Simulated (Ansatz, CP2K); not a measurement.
# Generalised stacking fault on (111) (glide set) of a Ge-Sn solid solution (48 atoms) in CP2K, part 2 of 3

How do the settings of CP2K change the result for generalised stacking fault on (111) (glide set) of a Ge-Sn solid solution (48 atoms)? A plane-wave run serves as the yardstick.

Program: CP2K 2026.2; the method stands at each step. Banners, paths, timers and routine set-up lines are dropped from the logs unmarked, and long logs keep their key lines alone; longer cuts are marked.

So far. Step 3 (PBE, DZVP-MOLOPT-SR, 350/70 Ry, diagonalisation): Against the first run (9.1 %), the force difference from the reference is 9.1 %, at 1.2 times the CPU time: the change moves forces by under 0.01 meV/Å r.m.s., so most of the difference comes from elsewhere.

## Step 4: r2SCAN, SCAN potentials, DZVP-UZH(SCAN), 600/50 Ry, diagonalisation

Method: Kohn-Sham DFT, r2SCAN, GTH-SCAN pseudopotentials, Gaussian and plane waves, DZVP-MOLOPT (UZH set), diagonalisation.

Contents of input.inp:

```
&GLOBAL
  PROJECT cell
  RUN_TYPE ENERGY_FORCE
  PRINT_LEVEL LOW
&END GLOBAL
&FORCE_EVAL
  METHOD QS
  STRESS_TENSOR ANALYTICAL
  &DFT
    BASIS_SET_FILE_NAME BASIS_MOLOPT_UZH
    POTENTIAL_FILE_NAME POTENTIAL_UZH
    &MGRID
      CUTOFF 600
      REL_CUTOFF 50
      NGRIDS 5
    &END MGRID
    &QS
      EPS_DEFAULT 1.0E-12
    &END QS
    &SCF
      SCF_GUESS ATOMIC
      EPS_SCF 1.0E-06
      MAX_SCF 200
      ADDED_MOS 21
      &DIAGONALIZATION
        ALGORITHM STANDARD
      &END DIAGONALIZATION
      &SMEAR ON
        METHOD FERMI_DIRAC
        ELECTRONIC_TEMPERATURE [K] 580
      &END SMEAR
      &MIXING
        METHOD BROYDEN_MIXING
        ALPHA 0.15
        NBROYDEN 8
      &END MIXING
      &PRINT
        &RESTART OFF
        &END RESTART
      &END PRINT
    &END SCF
    &XC
      &XC_FUNCTIONAL
        &MGGA_X_R2SCAN
        &END MGGA_X_R2SCAN
        &MGGA_C_R2SCAN
        &END MGGA_C_R2SCAN
      &END XC_FUNCTIONAL
    &END XC
    &PRINT
      &MULLIKEN ON
      &END MULLIKEN
      &HIRSHFELD ON
        SHAPE_FUNCTION DENSITY
      &END HIRSHFELD
      &MO ON
        EIGENVALUES T
        OCCUPATION_NUMBERS T
        MO_INDEX_RANGE 85 108
        &EACH
          QS_SCF 0
        &END EACH
        ADD_LAST NUMERIC
      &END MO
    &END PRINT
  &END DFT
  &SUBSYS
    &CELL
      A 8.33424 0.00000 0.00000
      B 0.00000 7.21767 0.00000
      C 0.69449 0.00000 20.51464
    &END CELL
    &COORD
      SCALED
      Ge 0.73694 0.50726 0.02176
      Sn 0.74156 0.49464 0.14796
      Sn 0.72846 0.82595 0.18901
      Ge 0.73005 0.83094 0.31015
      Sn 0.24479 0.51026 0.01786
      Ge 0.25172 0.49727 0.14572
      Ge 0.24417 0.84007 0.18343
      Ge 0.21865 0.82766 0.30805
      Ge 0.48700 0.99857 0.01493
      Ge 0.49198 0.99569 0.14709
      Sn 0.48877 0.33980 0.17964
      Ge 0.47234 0.32596 0.31042
      Sn 0.47278 0.66589 0.35391
      Sn 0.46573 0.65482 0.47380
      Ge 0.72569 0.18016 0.34838
      Ge 0.71543 0.16880 0.47858
      Ge 0.69508 0.51572 0.51766
      Ge 0.70163 0.50044 0.63779
      Ge 0.69674 0.83989 0.68855
      Ge 0.68235 0.82314 0.80491
[... 24 atom lines left out ...]
      Sn 0.92391 0.67275 0.85440
      Ge 0.91456 0.67982 0.97469
      Ge 0.18140 0.17089 0.84830
      Ge 0.18044 0.16799 0.97478
    &END COORD
    &KIND Ge
      BASIS_SET DZVP-MOLOPT-SCAN-GTH-q4
      POTENTIAL GTH-SCAN-q4
    &END KIND
    &KIND Sn
      BASIS_SET DZVP-MOLOPT-SCAN-GTH-q4
      POTENTIAL GTH-SCAN-q4
    &END KIND
  &END SUBSYS
  &PRINT
    &FORCES ON
    &END FORCES
    &STRESS_TENSOR ON
    &END STRESS_TENSOR
  &END PRINT
&END FORCE_EVAL
```

Command:

```sh
$ OMP_NUM_THREADS=1 mpirun -np 4 cp2k.psmp -i input.inp > output.txt
```

Numbers of over 12 decimals in the logs are rounded to 6 here.

What it wrote:

```text
CP2K| version string:                                       CP2K version 2026.2
 CP2K| Input file name                                                 input.inp
 GLOBAL| Basis set file name                                    BASIS_MOLOPT_UZH
 GLOBAL| Potential file name                                       POTENTIAL_UZH
 GLOBAL| Run type                                                   ENERGY_FORCE
 GLOBAL| Total number of message passing processes                             4
 GLOBAL| Number of threads for this process                                    1
 TOTAL NUMBERS AND MAXIMUM NUMBERS
  Total number of            - Atomic kinds:                                   2
                             - Atoms:                                         48
[... lines left out ...]
                        Smear method:                                FERMI_DIRAC
[... lines left out ...]
 Number of electrons:                                                        192
[... lines left out ...]
  Step     Update method      Time    Convergence         Total energy    Change
[... lines left out ...]
  *** SCF run converged in    20 steps ***
[... lines left out ...]
  Fermi energy:                                                 0.145174
  Total energy:                                              -183.083787
  Total energy (extrapolated to T->0):                       -183.079945
[... lines left out ...]
 MO| E(Fermi):            0.145174 a.u.          3.950390 eV
[... lines left out ...]
 !-----------------------------------------------------------------------------!
 !-----------------------------------------------------------------------------!
                           Hirshfeld Charges
  #Atom  Element  Kind  Ref Charge     Population                    Net charge
      1       Ge     1       4.000          4.023                        -0.023
      2       Sn     2       4.000          3.960                         0.040
      3       Sn     2       4.000          3.950                         0.050
[...]
47       Ge     1       4.000          3.996                         0.004
     48       Ge     1       4.000          4.010                        -0.010
  Total Charge                                                           -0.000
 !-----------------------------------------------------------------------------!
 ENERGY| Total FORCE_EVAL ( QS ) energy [hartree]           -183.083794
 FORCES| Atomic forces [hartree/bohr]
 FORCES|   Atom     x               y               z               |f|
 FORCES|      1 -5.16068719E-02 -3.42332215E-02  2.22496541E-02   6.58044815E-02
 FORCES|      2  2.50696252E-02  7.19417961E-03 -3.83333867E-02   4.63647588E-02
 FORCES|      3  2.93789936E-03  1.84091107E-02  1.32072101E-02   2.28463784E-02
[...]
FORCES|     47 -2.62785591E-03 -4.46869101E-03  8.11645524E-03   9.63076694E-03
 FORCES|     48  6.00859653E-02  3.23459614E-02 -4.65448242E-02   8.26014837E-02
 FORCES| Sum    -3.29251057E-05  2.48298316E-05  6.30663714E-05
 FORCES| Total atomic force                                       7.53521753E-05
 STRESS| Analytical stress tensor [bar]
 STRESS|                        x                   y                   z
 STRESS|      x        1.19305497116E+05   2.43464467972E+04  -1.57110686957E+04
 STRESS|      y        2.43464467972E+04  -3.31084873720E+04  -2.53446401138E+04
 STRESS|      z       -1.57110686957E+04  -2.53446401138E+04   5.66928985517E+03
 STRESS| 1/3 Trace                                             3.06220998665E+04
```

The job ended after 2.4 min (4 MPI ranks of Arm Neoverse V1, shared host; peak memory 4.4 GiB; 9.6 min of CPU time).

Against the reference:

```yaml
r_m_s_force_component: 2.062 eV/Å
r_m_s_difference_of_force_components: 413 meV/Å
longest_difference_of_force_vectors: 2303 meV/Å
force_difference_over_r_m_s_force: 16.88 %
slope_of_forces_against_the_reference_s: 0.8408
correlation_of_force_components: 0.9978
pressure: 3.062 GPa
pressure_difference: -7.346 GPa
```

Against the first run (9.1 %), the force difference from the reference is 17 %, at 3.4 times the CPU time (on 4 against 2 cores); the model has changed, so this is no error of the program alone.

## Step 5: PBE, DZVP-UZH, 350/50 Ry, diagonalisation

Method: Kohn-Sham DFT, PBE, GTH-PBE pseudopotentials, Gaussian and plane waves, DZVP-MOLOPT (UZH set), diagonalisation.

input.inp, as its differences from that of step 4:

```diff
@@ -12,5 +12,4 @@
     &MGRID
-      CUTOFF 600
+      CUTOFF 350
       REL_CUTOFF 50
-      NGRIDS 5
     &END MGRID
@@ -42,7 +41,3 @@
     &XC
-      &XC_FUNCTIONAL
-        &MGGA_X_R2SCAN
-        &END MGGA_X_R2SCAN
-        &MGGA_C_R2SCAN
-        &END MGGA_C_R2SCAN
+      &XC_FUNCTIONAL PBE
       &END XC_FUNCTIONAL
@@ -77,8 +72,8 @@
     &KIND Ge
-      BASIS_SET DZVP-MOLOPT-SCAN-GTH-q4
-      POTENTIAL GTH-SCAN-q4
+      BASIS_SET DZVP-MOLOPT-PBE-GTH-q4
+      POTENTIAL GTH-PBE-q4
     &END KIND
     &KIND Sn
-      BASIS_SET DZVP-MOLOPT-SCAN-GTH-q4
-      POTENTIAL GTH-SCAN-q4
+      BASIS_SET DZVP-MOLOPT-PBE-GTH-q4
+      POTENTIAL GTH-PBE-q4
     &END KIND
```

Command:

```sh
$ OMP_NUM_THREADS=2 cp2k.psmp -i input.inp > output.txt
```

What it wrote:

```text
CP2K| version string:                                       CP2K version 2026.2
 CP2K| Input file name                                                 input.inp
 GLOBAL| Basis set file name                                    BASIS_MOLOPT_UZH
 GLOBAL| Potential file name                                       POTENTIAL_UZH
 GLOBAL| Run type                                                   ENERGY_FORCE
 GLOBAL| Total number of message passing processes                             1
 GLOBAL| Number of threads for this process                                    2
[... lines left out ...]
                        Smear method:                                FERMI_DIRAC
[... lines left out ...]
 Number of electrons:                                                        192
[... lines left out ...]
  Step     Update method      Time    Convergence         Total energy    Change
[... lines left out ...]
  *** SCF run converged in    20 steps ***
[... lines left out ...]
  Fermi energy:                                                 0.156739
  Total energy:                                              -181.350961
  Total energy (extrapolated to T->0):                       -181.347197
[... lines left out ...]
 MO| E(Fermi):            0.156739 a.u.          4.265079 eV
[... lines left out ...]
     48       Ge     1       4.000          4.013                        -0.013
  Total Charge                                                           -0.000
 !-----------------------------------------------------------------------------!
 ENERGY| Total FORCE_EVAL ( QS ) energy [hartree]           -181.350963
 FORCES| Atomic forces [hartree/bohr]
 FORCES|   Atom     x               y               z               |f|
 FORCES|      1 -6.38046628E-02 -3.80808323E-02  2.16521504E-02   7.73950929E-02
 FORCES|      2  2.89959538E-02  5.80644255E-03 -3.89679478E-02   4.89181058E-02
 FORCES|      3  5.32221226E-04  2.15373896E-02  1.25342658E-02   2.49248917E-02
[...]
FORCES|     47 -5.03113082E-03 -3.98580051E-03  5.20208105E-03   8.26199312E-03
 FORCES|     48  7.17256911E-02  3.61762766E-02 -4.79715084E-02   9.35658237E-02
 FORCES| Sum     3.29218478E-06  1.47139951E-06 -3.95767814E-06
 FORCES| Total atomic force                                       5.35413050E-06
 STRESS| Analytical stress tensor [bar]
 STRESS|                        x                   y                   z
 STRESS|      x        1.98343490943E+05   2.75019890354E+04  -1.75236811811E+04
 STRESS|      y        2.75019890354E+04   4.15284684820E+04  -2.98698179211E+04
 STRESS|      z       -1.75236811811E+04  -2.98698179211E+04   7.10221382012E+04
 STRESS| 1/3 Trace                                             1.03631365875E+05
```

Run time: 96 s. Hardware: 2 threads; peak memory 1.5 GiB.

Numbers from this run, and their distance from the reference:

```yaml
r_m_s_force_component: 2.255 eV/Å
r_m_s_difference_of_force_components: 209.3 meV/Å
longest_difference_of_force_vectors: 1319 meV/Å
force_difference_over_r_m_s_force: 8.554 %
slope_of_forces_against_the_reference_s: 0.9211
correlation_of_force_components: 0.9994
pressure: 10.36 GPa
pressure_difference: -0.0455 GPa
```

Against the first run (9.1 %), the force difference from the reference is 8.6 %, at 1.0 times the CPU time, with 624 basis functions against 624; this set comes with other potentials too, so the change isn't the basis's alone.

The difference per atom is largest on Sn (0.33 eV/Å on average, against 0.12 on Ge).

## Step 6: PBE+D3, DZVP-MOLOPT-SR, 350/50 Ry, diagonalisation

Method: Kohn-Sham DFT, PBE+D3, GTH-PBE pseudopotentials, Gaussian and plane waves, DZVP-MOLOPT-SR-GTH, diagonalisation.

input.inp, as its differences from that of step 5:

```diff
@@ -9,4 +9,4 @@
   &DFT
-    BASIS_SET_FILE_NAME BASIS_MOLOPT_UZH
-    POTENTIAL_FILE_NAME POTENTIAL_UZH
+    BASIS_SET_FILE_NAME BASIS_MOLOPT
+    POTENTIAL_FILE_NAME GTH_POTENTIALS
     &MGRID
@@ -43,2 +43,10 @@
       &END XC_FUNCTIONAL
+      &VDW_POTENTIAL
+        POTENTIAL_TYPE PAIR_POTENTIAL
+        &PAIR_POTENTIAL
+          TYPE DFTD3
+          PARAMETER_FILE_NAME dftd3.dat
+          REFERENCE_FUNCTIONAL PBE
+        &END PAIR_POTENTIAL
+      &END VDW_POTENTIAL
     &END XC
@@ -68,7 +76,30 @@
     &COORD
-      SCALED
-[... 48 atom lines left out: the same atoms as in the first run ...]
+      Ge 6.15695 3.66124 0.44640
+      Sn 6.28310 3.57015 3.03535
+      Sn 6.20243 5.96143 3.87747
+      Ge 6.29981 5.99745 6.36262
+      Sn 2.05254 3.68289 0.36639
+      Ge 2.19910 3.58913 2.98939
+      Ge 2.16236 6.06335 3.76300
+      Ge 2.03622 5.97378 6.31953
+      Ge 4.06914 7.20735 0.30628
+      Ge 4.20243 7.18656 3.01750
+      Sn 4.19828 2.45256 3.68525
+      Ge 4.15218 2.35267 6.36815
+      Sn 4.18605 4.80617 7.26034
+      Sn 4.21055 4.72627 9.71984
+      Ge 6.29002 1.30034 7.14689
+      Ge 6.29493 1.21834 9.81790
+      Ge 6.15247 3.72230 10.61961
+      Ge 6.29049 3.61201 13.08403
+      Ge 6.28499 6.06205 14.12536
+      Ge 6.24587 5.94115 16.51244
+[... 24 atom lines left out ...]
+      Sn 8.29346 4.85569 17.52771
+      Ge 8.29907 4.90672 19.99541
+      Ge 2.10097 1.23343 17.40257
+      Ge 2.18081 1.21250 19.99726
     &END COORD
     &KIND Ge
-      BASIS_SET DZVP-MOLOPT-PBE-GTH-q4
+      BASIS_SET DZVP-MOLOPT-SR-GTH-q4
       POTENTIAL GTH-PBE-q4
@@ -76,3 +107,3 @@
     &KIND Sn
-      BASIS_SET DZVP-MOLOPT-PBE-GTH-q4
+      BASIS_SET DZVP-MOLOPT-SR-GTH-q4
       POTENTIAL GTH-PBE-q4
```

What it wrote:

```text
CP2K| version string:                                       CP2K version 2026.2
 CP2K| Input file name                                                 input.inp
 GLOBAL| Basis set file name                                        BASIS_MOLOPT
 GLOBAL| Potential file name                                      GTH_POTENTIALS
 GLOBAL| Run type                                                   ENERGY_FORCE
 GLOBAL| Total number of message passing processes                             1
 GLOBAL| Number of threads for this process                                    2
[... lines left out ...]
                        Smear method:                                FERMI_DIRAC
[... lines left out ...]
 Number of electrons:                                                        192
[... lines left out ...]
  Step     Update method      Time    Convergence         Total energy    Change
[... lines left out ...]
  *** SCF run converged in    18 steps ***
[... lines left out ...]
  Fermi energy:                                                 0.157116
  Total energy:                                              -181.669735
  Total energy (extrapolated to T->0):                       -181.665997
[... lines left out ...]
 MO| E(Fermi):            0.157116 a.u.          4.275347 eV
[... lines left out ...]
     48       Ge     1       4.000          4.012                        -0.012
  Total Charge                                                           -0.000
 !-----------------------------------------------------------------------------!
 ENERGY| Total FORCE_EVAL ( QS ) energy [hartree]           -181.669746
 FORCES| Atomic forces [hartree/bohr]
 FORCES|   Atom     x               y               z               |f|
 FORCES|      1 -6.11365227E-02 -3.78698789E-02  2.22021936E-02   7.52644639E-02
 FORCES|      2  2.84266553E-02  6.10875882E-03 -3.83688590E-02   4.81410532E-02
 FORCES|      3  9.96757664E-04  2.13064537E-02  1.23676021E-02   2.46559542E-02
[...]
FORCES|     47 -4.81661219E-03 -4.04792848E-03  4.17802695E-03   7.55257487E-03
 FORCES|     48  6.81823368E-02  3.65596497E-02 -4.74146472E-02   9.07391195E-02
 FORCES| Sum    -2.93981327E-06 -6.42541595E-07 -1.99624755E-07
 FORCES| Total atomic force                                       3.01582689E-06
 STRESS| Analytical stress tensor [bar]
 STRESS|                        x                   y                   z
 STRESS|      x        1.95160524413E+05   2.68927168059E+04  -1.68920518431E+04
 STRESS|      y        2.68927168059E+04   3.82103845588E+04  -2.95484144311E+04
 STRESS|      z       -1.68920518431E+04  -2.95484144311E+04   6.79509518786E+04
 STRESS| 1/3 Trace                                             1.00440620284E+05
```

Run time: 92 s. Hardware: 2 threads; peak memory 1.5 GiB; 2.9 min of CPU time.

Compared with the plane-wave run:

| Property | Result |
| --- | --- |
| r.m.s. force component | 2.218 eV/Å |
| r.m.s. difference of force components | 241.3 meV/Å |
| longest difference of force vectors | 1486 meV/Å |
| force difference over r.m.s. force | 9.863 % |
| slope of forces against the reference's | 0.906 |
| correlation of force components | 0.9994 |
| pressure | 10.04 GPa |
| pressure difference | -0.3645 GPa |

Against the first run (9.1 %), the force difference from the reference is 9.9 %, at 1.0 times the CPU time; the model has changed, so this is no error of the program alone.

(Continued in part 3 of 3.)

[Also dropped from logs without a mark: logging warnings of Python, and SIESTA's first energy breakdown and zero terms.]

[Logs are printed without paths, hosts, clocks, repeated set-up lines and the standing remarks that a program may print on its own settings, such as how far it seeks lower states.]

[Hosts, paths, dates, database ids (printed as entryN), source tags and the programs' standing remarks are cut or masked in the printed files.]
